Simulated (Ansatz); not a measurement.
# B (R-3m): the host for defect calculations

Aim: the runs on the perfect crystal B (R-3m) that a defect calculation needs first.

Main program and level: Ansatz 0.2.0; plane-wave PAW DFT, PBEsol; relaxation of the defect-free supercell in its symmetry; PAW set soft_1, in the first sound run; inputs show where later runs differ.

Report form: the programs' logs are mostly left out.

### Step 1. The structure

The cell holds 96 atoms: 96 B. Cell: a = 10.057 Å, b = 10.057 Å, c = 10.057 Å, α = 58.0°, β = 58.0°, γ = 58.0°.

### Step 2. Defect free supercell relaxed in its symmetry

This cell, the one that will hold the defects, is built from the relaxed host. Its coarser k-points can move the atoms a little, so it is relaxed from the symmetric sites, as the reference for the test of stability.

Input file pristine.symmetric/input.yaml:

```yaml
crystal:
  lattice:
    - [4.8762878501, 2.8153261029, 8.3328661714]
    - [-4.8762878501, 2.8153261029, 8.3328661714]
    - [0.0, -5.6306522058, 8.3328661714]
  atoms:
    - { symbol: B, position: [0.0053085715, 0.3269115086, 0.0053085715] }
    - { symbol: B, position: [0.0053085715, 0.0053085715, 0.3269115086] }
    - { symbol: B, position: [0.3269115086, 0.0053085715, 0.0053085715] }
    - { symbol: B, position: [0.1730884914, 0.4946914285, 0.4946914285] }
    - { symbol: B, position: [0.4946914285, 0.1730884914, 0.4946914285] }
    - { symbol: B, position: [0.4946914285, 0.4946914285, 0.1730884914] }
    - { symbol: B, position: [0.1107941732, 0.3149040597, 0.1107941732] }
    - { symbol: B, position: [0.1107941732, 0.1107941732, 0.3149040597] }
    - { symbol: B, position: [0.3149040597, 0.1107941732, 0.1107941732] }
    - { symbol: B, position: [0.1850959403, 0.3892058268, 0.3892058268] }
    - { symbol: B, position: [0.3892058268, 0.1850959403, 0.3892058268] }
    - { symbol: B, position: [0.3892058268, 0.3892058268, 0.1850959403] }
    - { symbol: B, position: [0.0053085715, 0.3269115086, 0.5053085715] }
    - { symbol: B, position: [0.0053085715, 0.0053085715, 0.8269115086] }
    - { symbol: B, position: [0.3269115086, 0.0053085715, 0.5053085715] }
    - { symbol: B, position: [0.1730884914, 0.4946914285, 0.9946914285] }
    - { symbol: B, position: [0.4946914285, 0.1730884914, 0.9946914285] }
    - { symbol: B, position: [0.4946914285, 0.4946914285, 0.6730884914] }
    - { symbol: B, position: [0.1107941732, 0.3149040597, 0.6107941732] }
    - { symbol: B, position: [0.1107941732, 0.1107941732, 0.8149040597] }
    - { symbol: B, position: [0.3149040597, 0.1107941732, 0.6107941732] }
    - { symbol: B, position: [0.1850959403, 0.3892058268, 0.8892058268] }
    - { symbol: B, position: [0.3892058268, 0.1850959403, 0.8892058268] }
    - { symbol: B, position: [0.3892058268, 0.3892058268, 0.6850959403] }
    - { symbol: B, position: [0.0053085715, 0.8269115086, 0.0053085715] }
    - { symbol: B, position: [0.0053085715, 0.5053085715, 0.3269115086] }
    - { symbol: B, position: [0.3269115086, 0.5053085715, 0.0053085715] }
    - { symbol: B, position: [0.1730884914, 0.9946914285, 0.4946914285] }
    - { symbol: B, position: [0.4946914285, 0.6730884914, 0.4946914285] }
    - { symbol: B, position: [0.4946914285, 0.9946914285, 0.1730884914] }
[... 60 atom lines left out ...]
    - { symbol: B, position: [0.6107941732, 0.8149040597, 0.6107941732] }
    - { symbol: B, position: [0.6107941732, 0.6107941732, 0.8149040597] }
    - { symbol: B, position: [0.8149040597, 0.6107941732, 0.6107941732] }
    - { symbol: B, position: [0.6850959403, 0.8892058268, 0.8892058268] }
    - { symbol: B, position: [0.8892058268, 0.6850959403, 0.8892058268] }
    - { symbol: B, position: [0.8892058268, 0.8892058268, 0.6850959403] }
basis:
  ecutwfc: 420
  xc_grid: 2
hamiltonian:
  xc: pbesol
  pseudopotentials: { kind: paw, azcp: { folder: soft_1 }, xc_functional: pbe }
kpoints:
  mp_grid: { grid: [1, 1, 1] }
scf:
  occupations: { method: fermi_dirac, width: 0.01 }
  max_iter: 100
  lower_state_search: "off"
output:
  forces: true
relax:
  f_tol: 0.015
  max_steps: 60
  escape_saddle: false
checkpoint:
  write: "../pristine.symmetric.run"
  compress: false
  write_wavefunctions: false
  write_every: 100000
```

On the command line:

```bash
$ ansatz run input.yaml --threads 4 --pin off --max-ram 18841MiB --backend cpu --events-out ev --progress --plain --runs-dir out
```

The job ended after 10 s (4 threads of Arm Neoverse V1, shared host; peak memory 0.85 GiB; 37 s of CPU time).

The steps of the relaxation:

| step | energy less that of the first step (eV) | largest force component (eV/Å) |
| --- | --- | --- |
| 1 | 0.0000 | 0.3282 |
| 2 | -0.0813 | 0.1633 |
| 3 | -0.1181 | 0.0085 |
| 4 | -0.1181 | 0.0085 |

Forces are held to the 96 operations that the run works with; a distortion that breaks them can't arise in this run.

The atoms that moved most (Å):

```
atom      dx      dy     dz  length
 B13   0.006  -0.003  0.009   0.012
 B15  -0.006  -0.003  0.009   0.012
 B61   0.006  -0.003  0.009   0.012
 B39  -0.006  -0.003  0.009   0.012
 B14   0.000   0.007  0.009   0.012
 B63  -0.006  -0.003  0.009   0.012
 B37   0.006  -0.003  0.009   0.012
 B50   0.000   0.007  0.009   0.012
```

The relaxation ends 1.2 meV an atom lower, with a largest force component of 0.0085 eV/Å.

### Step 3. Defect free supercell relaxed from displaced atoms

This step: plane-wave PAW DFT, PBEsol; relaxation of the defect-free supercell from random displacements, a test of the host's stability; PAW set soft_1 (Ansatz 0.2.0).

pristine.rattled/input.yaml, as its differences from pristine.symmetric/input.yaml of step 2:

```diff
@@ -59,6 +59,6 @@
   f_tol: 0.015
-  max_steps: 60
-  escape_saddle: false
+  max_steps: 120
+  random_displacement: { amplitude: 0.06, seed: 1771 }
 checkpoint:
-  write: "../pristine.symmetric.run"
+  write: "../pristine.rattled.run"
   compress: false
```

The job ended after 16 s (4 threads; peak memory 0.86 GiB; 59 s of CPU time).

The steps of the relaxation:

```
step  energy less that of the first step (eV)  largest force component (eV/Å)
   1                                   0.0000                          3.3489
   2                                  -2.8575                          1.5658
   3                                  -4.0847                          0.1501
   4                                  -4.0987                          0.0260
   5                                  -4.0993                          0.0079
```

The atoms that moved most (Å, from the sites as typed, ahead of the random displacement, the mean shift of all atoms taken out):

```csv
atom,dx,dy,dz,length
B6,0.000,-0.007,-0.010,0.012
B86,0.000,0.007,0.010,0.012
B29,-0.006,0.004,-0.010,0.012
B61,0.006,-0.004,0.010,0.012
B26,0.001,0.007,0.010,0.012
B53,-0.006,0.003,-0.010,0.012
B76,0.006,0.003,-0.010,0.012
B37,0.006,-0.003,0.010,0.012
```

The relaxation ends 43 meV an atom lower than the displaced start, with a largest force component of 0.0079 eV/Å.

### Step 4. Host on a dense mesh

This step: plane-wave PAW DFT, PBEsol; single point of the defect-free host, a test of the k-point sampling; PAW set soft_1 (Ansatz 0.2.0).

System of this step: B (R-3m). Symmetry: R-3m, No. 166, trigonal system. The conventional cell has a = 4.876 Å, b = 4.876 Å, c = 12.499 Å, α = 90.00°, β = 90.00°, γ = 120.00°. Nearest to B lie 6 B at 1.67 to 1.79 Å. Nearest to B lie 5 B at 1.77 to 1.79 Å.

Input file dense/input.yaml:

```yaml
crystal:
  lattice:
    - [2.4381439251, 1.4076630515, 4.1664330857]
    - [-2.4381439251, 1.4076630515, 4.1664330857]
    - [0.0, -2.8153261029, 4.1664330857]
  atoms:
    - { symbol: B, position: [0.010617143, 0.6538230172, 0.010617143] }
    - { symbol: B, position: [0.010617143, 0.010617143, 0.6538230172] }
    - { symbol: B, position: [0.6538230172, 0.010617143, 0.010617143] }
    - { symbol: B, position: [0.3461769828, 0.989382857, 0.989382857] }
    - { symbol: B, position: [0.989382857, 0.3461769828, 0.989382857] }
    - { symbol: B, position: [0.989382857, 0.989382857, 0.3461769828] }
    - { symbol: B, position: [0.2215883464, 0.6298081194, 0.2215883464] }
    - { symbol: B, position: [0.2215883464, 0.2215883464, 0.6298081194] }
    - { symbol: B, position: [0.6298081194, 0.2215883464, 0.2215883464] }
    - { symbol: B, position: [0.3701918806, 0.7784116536, 0.7784116536] }
    - { symbol: B, position: [0.7784116536, 0.3701918806, 0.7784116536] }
    - { symbol: B, position: [0.7784116536, 0.7784116536, 0.3701918806] }
basis:
  ecutwfc: 420
  xc_grid: 2
hamiltonian:
  xc: pbesol
  pseudopotentials: { kind: paw, azcp: { folder: soft_1 }, xc_functional: pbe }
kpoints:
  mp_grid: { grid: [7, 7, 7] }
scf:
  occupations: { method: fermi_dirac, width: 0.01 }
  max_iter: 100
  lower_state_search: "off"
checkpoint:
  write: "../dense.run"
  compress: false
  write_wavefunctions: false
  write_every: 100000
```

The job ended after 2 s (4 threads; peak memory 0.41 GiB).

### Step 5. Defect free supercell at the zone centre

The supercell is run at the zone centre, to see how far that sampling misses the dense mesh.

System of this step: B (R-3m). The cell holds 96 atoms: 96 B. Its edges and angles: a = 10.057 Å, b = 10.057 Å, c = 10.057 Å, α = 58.0°, β = 58.0°, γ = 58.0°.

pristine.sampling_gamma/input.yaml, as its differences from pristine.rattled/input.yaml of step 3:

```diff
@@ -55,10 +55,4 @@
   lower_state_search: "off"
-output:
-  forces: true
-relax:
-  f_tol: 0.015
-  max_steps: 120
-  random_displacement: { amplitude: 0.06, seed: 1771 }
 checkpoint:
-  write: "../pristine.rattled.run"
+  write: "../pristine.sampling_gamma.run"
   compress: false
```

Wall time 3.3 s (4 threads); peak memory 0.83 GiB; 12 s of CPU time.

### Step 6. Defect free supercell at the quarter point

The supercell is run at one point off the zone centre, to see how far that sampling misses the dense mesh.

pristine.sampling_quarter/input.yaml, as its differences from pristine.sampling_gamma/input.yaml of step 5:

```diff
@@ -50,3 +50,3 @@
 kpoints:
-  mp_grid: { grid: [1, 1, 1] }
+  mp_grid: { grid: [1, 1, 1], shift: [0.25, 0.25, 0.25] }
 scf:
@@ -56,3 +56,3 @@
 checkpoint:
-  write: "../pristine.sampling_gamma.run"
+  write: "../pristine.sampling_quarter.run"
   compress: false
```

Wall time 5.8 s (4 threads); peak memory 1.4 GiB; 22 s of CPU time.

### Step 7. What came out

* supercell relaxed in its symmetry less the displaced and relaxed one: 0.000 eV
* energy an atom at the zone centre alone less that on the dense mesh: 0.022 eV
* energy an atom at one point at (¼, ¼, ¼) less that on the dense mesh: 0.009 eV

**Reading.** Step 2: First to last step the energy falls by 0.118 eV; the largest move, 0.012 Å, is that of B13 and 47 other atoms alike. Step 3: The energy fell by 4.099 eV from the randomly displaced start; against the sites as typed, B6 ends farthest off, by 0.01 Å, once the mean shift is taken out. The displaced cell ends within 0.01 eV of the symmetric one relaxed in its symmetry, so no lower structure shows in this supercell. All at zero temperature.

[Logs are printed without paths, hosts, clocks, repeated set-up lines and the standing remarks that a program may print on its own settings, such as how far it seeks lower states.]

[Hosts, paths, dates, database ids (printed as entryN), source tags and the programs' standing remarks are cut or masked in the printed files.]

[Runs of the host that timed out are not shown.]

[For some hosts the program warned that the k-mesh of the response run may be too coarse for force constants and the static dielectric constant; such warnings are not always shown.]

[The program warned that the k-mesh of a response run behind this text may be too coarse: force constants, and the static dielectric constant and all else formed from them, are not shown converged.]
